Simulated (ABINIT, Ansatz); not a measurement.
# AlBiTe3 (Pm-3m): zone-centre phonons, part 4 of 5

Wanted: the vibrations of AlBiTe3 (Pm-3m) at Γ, by two programs.

ABINIT 10.8.3; DFT LDA, scalar-relativistic, plane waves, HGH norm-conserving pseudopotentials.

So far, highest optical zone-centre mode (no LO-TO term) (cm⁻¹): step 5 (modes with the sum rule) 293. The relaxed cell has a = 5.225 Å (conventional setting).

The structure was built from a prototype and need not be the compound's stable phase.

## (6) Sum rules set otherwise (asr 0)

Without the rule the raw error of the acoustic modes shows.

File anaddb.abi:

```
ddb_filepath "gamma_DDB"
output_file "anaddb.abo"
outdata_prefix "anaddb"
asr 0
chneut 0
enunit 2
eivec 1
nph1l 1
qph1l 0.0 0.0 0.0 1.0
```

File mrgddb.in:

```
gamma_DDB
merged
2
dfpt_gammao_DDB
gso_DDB
```

Started as:

```
mrgddb < mrgddb.in > mrgddb.log
OMP_NUM_THREADS=1 anaddb anaddb.abi > anaddb.log
```

anaddb.abo, the main output file:

```text
-outvars_anaddb: echo values of input variables ----------------------

 Miscellaneous information :
      enunit         2
       eivec         1
      chneut         0
 First list of wavevector (reduced coord.) :
       nph1l         1
       qph1l
                     0.00000000E+00  0.00000000E+00  0.00000000E+00    1.000E+00

================================================================================

 read the DDB information and perform some checks

  ==== Info on the Cryst% object ====
 Real(R)+Recip(G) space primitive vectors, cartesian coordinates (Bohr,Bohr^-1):
 R(1)=  9.8744841  0.0000000  0.0000000  G(1)=  0.1012711  0.0000000  0.0000000
 R(2)=  0.0000000  9.8744841  0.0000000  G(2)=  0.0000000  0.1012711  0.0000000
 R(3)=  0.0000000  0.0000000  9.8744841  G(3)=  0.0000000  0.0000000  0.1012711
 Unit cell volume ucvol=  9.6281588E+02 bohr^3
 Angles (23,13,12)=  9.00000000E+01  9.00000000E+01  9.00000000E+01 degrees
 Time-reversal symmetry is present
 Reduced atomic positions [iatom, xred, symbol]:
    1)    0.0000000  0.0000000  0.0000000  Bi
    2)    0.5000000  0.5000000  0.5000000  Al
    3)    0.5000000  0.5000000  0.0000000  Te
    4)    0.5000000  0.0000000  0.5000000  Te
    5)    0.0000000  0.5000000  0.5000000  Te

 DDB file with 3 blocks has been read.

================================================================================

 Treat the first list of vectors

  Phonon wavevector (reduced coordinates) :  0.00000  0.00000  0.00000
 Phonon energies in Hartree :
  -3.512509E-04 -3.512509E-04 -3.512509E-04 -2.506126E-04 -2.506126E-04
  -2.506126E-04 -4.022795E-06 -4.022794E-06 -4.022792E-06  9.586383E-05
   9.586383E-05  9.586383E-05  1.333302E-03  1.333302E-03  1.333302E-03
 Phonon energies in meV     :
- -9.558023E+00 -9.558023E+00 -9.558023E+00 -6.819516E+00 -6.819516E+00
- -6.819516E+00 -1.094658E-01 -1.094658E-01 -1.094658E-01  2.608588E+00
-  2.608588E+00  2.608588E+00  3.628099E+01  3.628099E+01  3.628099E+01
 Phonon frequencies in cm-1    :
- -7.709066E+01 -7.709066E+01 -7.709066E+01 -5.500311E+01 -5.500311E+01
- -5.500311E+01 -8.829014E-01 -8.829013E-01 -8.829009E-01  2.103968E+01
-  2.103968E+01  2.103968E+01  2.926259E+02  2.926259E+02  2.926259E+02
 Phonon frequencies in Thz     :
- -2.311120E+00 -2.311120E+00 -2.311120E+00 -1.648952E+00 -1.648952E+00
- -1.648952E+00 -2.646872E-02 -2.646871E-02 -2.646870E-02  6.307537E-01
-  6.307537E-01  6.307537E-01  8.772705E+00  8.772705E+00  8.772705E+00
 Phonon energies in Kelvin  :
- -1.109163E+02 -1.109163E+02 -1.109163E+02 -7.913720E+01 -7.913720E+01
- -7.913720E+01 -1.270298E+00 -1.270298E+00 -1.270297E+00  3.027140E+01
-  3.027140E+01  3.027140E+01  4.210234E+02  4.210234E+02  4.210234E+02

 Eigendisplacements
 (will be given, for each mode : in cartesian coordinates
   for each atom the real part of the displacement vector,
   then the imaginary part of the displacement vector - absolute values smaller than 1.0d-7 are set to zero)
  Mode number    1   Energy   -3.512509E-04
 Attention : low frequency mode.
   (Could be unstable or acoustic mode)
-  1  0.00000000E+00  0.00000000E+00 -1.16989006E-03
-     0.00000000E+00  0.00000000E+00  0.00000000E+00
-  2  0.00000000E+00  0.00000000E+00 -4.27476769E-04
-     0.00000000E+00  0.00000000E+00  0.00000000E+00
-  3  0.00000000E+00  0.00000000E+00 -2.79606712E-06
-     0.00000000E+00  0.00000000E+00  0.00000000E+00
-  4  0.00000000E+00  0.00000000E+00  1.00474762E-03
-     0.00000000E+00  0.00000000E+00  0.00000000E+00
-  5  0.00000000E+00  0.00000000E+00  1.00474762E-03
-     0.00000000E+00  0.00000000E+00  0.00000000E+00
  Mode number    2   Energy   -3.512509E-04
 Attention : low frequency mode.
   (Could be unstable or acoustic mode)
-  1  0.00000000E+00  1.16989006E-03  0.00000000E+00
-     0.00000000E+00  0.00000000E+00  0.00000000E+00
-  2  0.00000000E+00  4.27476769E-04  0.00000000E+00
-     0.00000000E+00  0.00000000E+00  0.00000000E+00
-  3  0.00000000E+00 -1.00474762E-03  0.00000000E+00
-     0.00000000E+00  0.00000000E+00  0.00000000E+00
-  4  0.00000000E+00  2.79606712E-06  0.00000000E+00
-     0.00000000E+00  0.00000000E+00  0.00000000E+00
-  5  0.00000000E+00 -1.00474762E-03  0.00000000E+00
-     0.00000000E+00  0.00000000E+00  0.00000000E+00
  Mode number    3   Energy   -3.512509E-04
 Attention : low frequency mode.
   (Could be unstable or acoustic mode)
-  1  1.16989006E-03  0.00000000E+00  0.00000000E+00
-     0.00000000E+00  0.00000000E+00  0.00000000E+00
-  2  4.27476769E-04  0.00000000E+00  0.00000000E+00
-     0.00000000E+00  0.00000000E+00  0.00000000E+00
-  3 -1.00474762E-03  0.00000000E+00  0.00000000E+00
-     0.00000000E+00  0.00000000E+00  0.00000000E+00
-  4 -1.00474762E-03  0.00000000E+00  0.00000000E+00
-     0.00000000E+00  0.00000000E+00  0.00000000E+00
-  5  2.79606712E-06  0.00000000E+00  0.00000000E+00
-     0.00000000E+00  0.00000000E+00  0.00000000E+00
  Mode number    4   Energy   -2.506126E-04
 Attention : low frequency mode.
   (Could be unstable or acoustic mode)
-  1  0.00000000E+00  0.00000000E+00  0.00000000E+00
-     0.00000000E+00  0.00000000E+00  0.00000000E+00
-  2  0.00000000E+00  0.00000000E+00  0.00000000E+00
-     0.00000000E+00  0.00000000E+00  0.00000000E+00
-  3  0.00000000E+00  0.00000000E+00  0.00000000E+00
-     0.00000000E+00  0.00000000E+00  0.00000000E+00
-  4  0.00000000E+00  0.00000000E+00  1.46615408E-03
-     0.00000000E+00  0.00000000E+00  0.00000000E+00
-  5  0.00000000E+00  0.00000000E+00 -1.46615408E-03
-     0.00000000E+00  0.00000000E+00  0.00000000E+00
  Mode number    5   Energy   -2.506126E-04
 Attention : low frequency mode.
   (Could be unstable or acoustic mode)
-  1  0.00000000E+00  0.00000000E+00  0.00000000E+00
-     0.00000000E+00  0.00000000E+00  0.00000000E+00
-  2  0.00000000E+00  0.00000000E+00  0.00000000E+00
-     0.00000000E+00  0.00000000E+00  0.00000000E+00
-  3  0.00000000E+00  1.46615408E-03  0.00000000E+00
-     0.00000000E+00  0.00000000E+00  0.00000000E+00
-  4  0.00000000E+00  0.00000000E+00  0.00000000E+00
-     0.00000000E+00  0.00000000E+00  0.00000000E+00
-  5  0.00000000E+00 -1.46615408E-03  0.00000000E+00
-     0.00000000E+00  0.00000000E+00  0.00000000E+00
  Mode number    6   Energy   -2.506126E-04
 Attention : low frequency mode.
   (Could be unstable or acoustic mode)
-  1  0.00000000E+00  0.00000000E+00  0.00000000E+00
-     0.00000000E+00  0.00000000E+00  0.00000000E+00
-  2  0.00000000E+00  0.00000000E+00  0.00000000E+00
-     0.00000000E+00  0.00000000E+00  0.00000000E+00
-  3  1.46615408E-03  0.00000000E+00  0.00000000E+00
-     0.00000000E+00  0.00000000E+00  0.00000000E+00
-  4 -1.46615408E-03  0.00000000E+00  0.00000000E+00
-     0.00000000E+00  0.00000000E+00  0.00000000E+00
-  5  0.00000000E+00  0.00000000E+00  0.00000000E+00
-     0.00000000E+00  0.00000000E+00  0.00000000E+00
  Mode number    7   Energy   -4.022795E-06
 Attention : low frequency mode.
   (Could be unstable or acoustic mode)
-  1  0.00000000E+00  0.00000000E+00 -9.41994516E-04
-     0.00000000E+00  0.00000000E+00  0.00000000E+00
-  2  0.00000000E+00  0.00000000E+00 -9.40380038E-04
-     0.00000000E+00  0.00000000E+00  0.00000000E+00
-  3  0.00000000E+00  0.00000000E+00 -9.40753877E-04
-     0.00000000E+00  0.00000000E+00  0.00000000E+00
-  4  0.00000000E+00  0.00000000E+00 -9.41785062E-04
-     0.00000000E+00  0.00000000E+00  0.00000000E+00
-  5  0.00000000E+00  0.00000000E+00 -9.41785062E-04
-     0.00000000E+00  0.00000000E+00  0.00000000E+00
  Mode number    8   Energy   -4.022794E-06
 Attention : low frequency mode.
   (Could be unstable or acoustic mode)
-  1  0.00000000E+00  9.41994516E-04  0.00000000E+00
-     0.00000000E+00  0.00000000E+00  0.00000000E+00
-  2  0.00000000E+00  9.40380038E-04  0.00000000E+00
-     0.00000000E+00  0.00000000E+00  0.00000000E+00
-  3  0.00000000E+00  9.41785062E-04  0.00000000E+00
-     0.00000000E+00  0.00000000E+00  0.00000000E+00
-  4  0.00000000E+00  9.40753877E-04  0.00000000E+00
-     0.00000000E+00  0.00000000E+00  0.00000000E+00
-  5  0.00000000E+00  9.41785062E-04  0.00000000E+00
-     0.00000000E+00  0.00000000E+00  0.00000000E+00
  Mode number    9   Energy   -4.022792E-06
 Attention : low frequency mode.
   (Could be unstable or acoustic mode)
-  1  9.41994516E-04  0.00000000E+00  0.00000000E+00
-     0.00000000E+00  0.00000000E+00  0.00000000E+00
-  2  9.40380038E-04  0.00000000E+00  0.00000000E+00
-     0.00000000E+00  0.00000000E+00  0.00000000E+00
-  3  9.41785062E-04  0.00000000E+00  0.00000000E+00
-     0.00000000E+00  0.00000000E+00  0.00000000E+00
-  4  9.41785062E-04  0.00000000E+00  0.00000000E+00
-     0.00000000E+00  0.00000000E+00  0.00000000E+00
-  5  9.40753877E-04  0.00000000E+00  0.00000000E+00
-     0.00000000E+00  0.00000000E+00  0.00000000E+00
  Mode number   10   Energy    9.586383E-05
-  1  0.00000000E+00  0.00000000E+00 -6.07420002E-04
-     0.00000000E+00  0.00000000E+00  0.00000000E+00
-  2  0.00000000E+00  0.00000000E+00  2.22763311E-03
-     0.00000000E+00  0.00000000E+00  0.00000000E+00
-  3  0.00000000E+00  0.00000000E+00  1.48012322E-03
-     0.00000000E+00  0.00000000E+00  0.00000000E+00
-  4  0.00000000E+00  0.00000000E+00 -4.76901030E-04
-     0.00000000E+00  0.00000000E+00  0.00000000E+00
-  5  0.00000000E+00  0.00000000E+00 -4.76901030E-04
-     0.00000000E+00  0.00000000E+00  0.00000000E+00
  Mode number   11   Energy    9.586383E-05
-  1  0.00000000E+00  6.07420002E-04  0.00000000E+00
-     0.00000000E+00  0.00000000E+00  0.00000000E+00
-  2  0.00000000E+00 -2.22763311E-03  0.00000000E+00
-     0.00000000E+00  0.00000000E+00  0.00000000E+00
-  3  0.00000000E+00  4.76901030E-04  0.00000000E+00
-     0.00000000E+00  0.00000000E+00  0.00000000E+00
-  4  0.00000000E+00 -1.48012322E-03  0.00000000E+00
-     0.00000000E+00  0.00000000E+00  0.00000000E+00
-  5  0.00000000E+00  4.76901030E-04  0.00000000E+00
-     0.00000000E+00  0.00000000E+00  0.00000000E+00
  Mode number   12   Energy    9.586383E-05
-  1  6.07420002E-04  0.00000000E+00  0.00000000E+00
-     0.00000000E+00  0.00000000E+00  0.00000000E+00
-  2 -2.22763311E-03  0.00000000E+00  0.00000000E+00
-     0.00000000E+00  0.00000000E+00  0.00000000E+00
-  3  4.76901031E-04  0.00000000E+00  0.00000000E+00
-     0.00000000E+00  0.00000000E+00  0.00000000E+00
-  4  4.76901031E-04  0.00000000E+00  0.00000000E+00
-     0.00000000E+00  0.00000000E+00  0.00000000E+00
-  5 -1.48012322E-03  0.00000000E+00  0.00000000E+00
-     0.00000000E+00  0.00000000E+00  0.00000000E+00
  Mode number   13   Energy    1.333302E-03
-  1  0.00000000E+00  0.00000000E+00  8.67958357E-06
-     0.00000000E+00  0.00000000E+00  0.00000000E+00
-  2  0.00000000E+00  0.00000000E+00 -3.78183497E-03
-     0.00000000E+00  0.00000000E+00  0.00000000E+00
-  3  0.00000000E+00  0.00000000E+00  1.10608552E-03
-     0.00000000E+00  0.00000000E+00  0.00000000E+00
-  4  0.00000000E+00  0.00000000E+00 -1.60300733E-04
-     0.00000000E+00  0.00000000E+00  0.00000000E+00
-  5  0.00000000E+00  0.00000000E+00 -1.60300733E-04
-     0.00000000E+00  0.00000000E+00  0.00000000E+00
  Mode number   14   Energy    1.333302E-03
-  1  0.00000000E+00 -8.67958357E-06  0.00000000E+00
-     0.00000000E+00  0.00000000E+00  0.00000000E+00
-  2  0.00000000E+00  3.78183497E-03  0.00000000E+00
-     0.00000000E+00  0.00000000E+00  0.00000000E+00
-  3  0.00000000E+00  1.60300733E-04  0.00000000E+00
-     0.00000000E+00  0.00000000E+00  0.00000000E+00
-  4  0.00000000E+00 -1.10608552E-03  0.00000000E+00
-     0.00000000E+00  0.00000000E+00  0.00000000E+00
-  5  0.00000000E+00  1.60300733E-04  0.00000000E+00
-     0.00000000E+00  0.00000000E+00  0.00000000E+00
  Mode number   15   Energy    1.333302E-03
-  1  8.67958357E-06  0.00000000E+00  0.00000000E+00
-     0.00000000E+00  0.00000000E+00  0.00000000E+00
-  2 -3.78183497E-03  0.00000000E+00  0.00000000E+00
-     0.00000000E+00  0.00000000E+00  0.00000000E+00
-  3 -1.60300733E-04  0.00000000E+00  0.00000000E+00
-     0.00000000E+00  0.00000000E+00  0.00000000E+00
-  4 -1.60300733E-04  0.00000000E+00  0.00000000E+00
-     0.00000000E+00  0.00000000E+00  0.00000000E+00
-  5  1.10608552E-03  0.00000000E+00  0.00000000E+00
-     0.00000000E+00  0.00000000E+00  0.00000000E+00

 Analysis of degeneracies and characters (maximum tolerance=1.00E-06 a.u.)
 For each vibration mode, or group of modes if degenerate,
 the characters are given for each symmetry operation (see the list in the log file).
 Symmetry characters of vibration mode #   1
       degenerate with vibration modes #   2 to    3
  3.0 -3.0 -1.0  1.0 -1.0  1.0 -1.0  1.0  1.0 -1.0 -1.0  1.0  1.0 -1.0 -1.0  1.0
  0.0 -0.0  0.0 -0.0 -0.0  0.0 -0.0  0.0  1.0 -1.0 -1.0  1.0 -1.0  1.0  1.0 -1.0
  0.0 -0.0 -0.0  0.0 -0.0  0.0  0.0 -0.0  1.0 -1.0  1.0 -1.0 -1.0  1.0 -1.0  1.0
 Symmetry characters of vibration mode #   4
       degenerate with vibration modes #   5 to    6
  3.0 -3.0 -1.0  1.0 -1.0  1.0 -1.0  1.0 -1.0  1.0  1.0 -1.0 -1.0  1.0  1.0 -1.0
 -0.0  0.0 -0.0  0.0  0.0 -0.0  0.0 -0.0 -1.0  1.0  1.0 -1.0  1.0 -1.0 -1.0  1.0
 -0.0  0.0  0.0 -0.0  0.0 -0.0 -0.0  0.0 -1.0  1.0 -1.0  1.0  1.0 -1.0  1.0 -1.0
 Symmetry characters of vibration mode #   7
       degenerate with vibration modes #   8 to    9
  3.0 -3.0 -1.0  1.0 -1.0  1.0 -1.0  1.0  1.0 -1.0 -1.0  1.0  1.0 -1.0 -1.0  1.0
  0.0 -0.0 -0.0  0.0 -0.0  0.0  0.0 -0.0  1.0 -1.0 -1.0  1.0 -1.0  1.0  1.0 -1.0
  0.0 -0.0 -0.0  0.0  0.0 -0.0 -0.0  0.0  1.0 -1.0  1.0 -1.0 -1.0  1.0 -1.0  1.0
 Symmetry characters of vibration mode #  10
       degenerate with vibration modes #  11 to   12
  3.0 -3.0 -1.0  1.0 -1.0  1.0 -1.0  1.0  1.0 -1.0 -1.0  1.0  1.0 -1.0 -1.0  1.0
 -0.0  0.0  0.0 -0.0 -0.0  0.0 -0.0  0.0  1.0 -1.0 -1.0  1.0 -1.0  1.0  1.0 -1.0
 -0.0  0.0 -0.0  0.0 -0.0  0.0  0.0 -0.0  1.0 -1.0  1.0 -1.0 -1.0  1.0 -1.0  1.0
 Symmetry characters of vibration mode #  13
       degenerate with vibration modes #  14 to   15
  3.0 -3.0 -1.0  1.0 -1.0  1.0 -1.0  1.0  1.0 -1.0 -1.0  1.0  1.0 -1.0 -1.0  1.0
  0.0 -0.0  0.0 -0.0 -0.0  0.0 -0.0  0.0  1.0 -1.0 -1.0  1.0 -1.0  1.0  1.0 -1.0
  0.0 -0.0 -0.0  0.0 -0.0  0.0  0.0 -0.0  1.0 -1.0  1.0 -1.0 -1.0  1.0 -1.0  1.0
-
```

Wall time 0.75 s (1 thread of Intel Xeon at 2.70GHz, shared host).

This step gave:

```
lowest optical zone-centre mode : -77.09 cm⁻¹
```

Zone-centre frequencies as printed; negative means imaginary. Modes:

| mode | frequency (cm⁻¹) |
| --- | --- |
| 1 | -77.09 |
| 2 | -77.09 |
| 3 | -77.09 |
| 4 | -55 |
| 5 | -55 |
| 6 | -55 |
| 7 | -0.88 |
| 8 | -0.88 |
| 9 | -0.88 |
| 10 | 21.04 |
| 11 | 21.04 |
| 12 | 21.04 |
| 13 | 292.6 |
| 14 | 292.6 |
| 15 | 292.6 |

(Part 4 of 5 ends here.)

[Host names and launcher messages were left out of these logs when they were recorded.]

[Logs are printed without paths, hosts, clocks, repeated set-up lines and the standing remarks that a program may print on its own settings, such as how far it seeks lower states.]

[Hosts, paths, dates, database ids (printed as entryN), source tags and the programs' standing remarks are cut or masked in the printed files.]
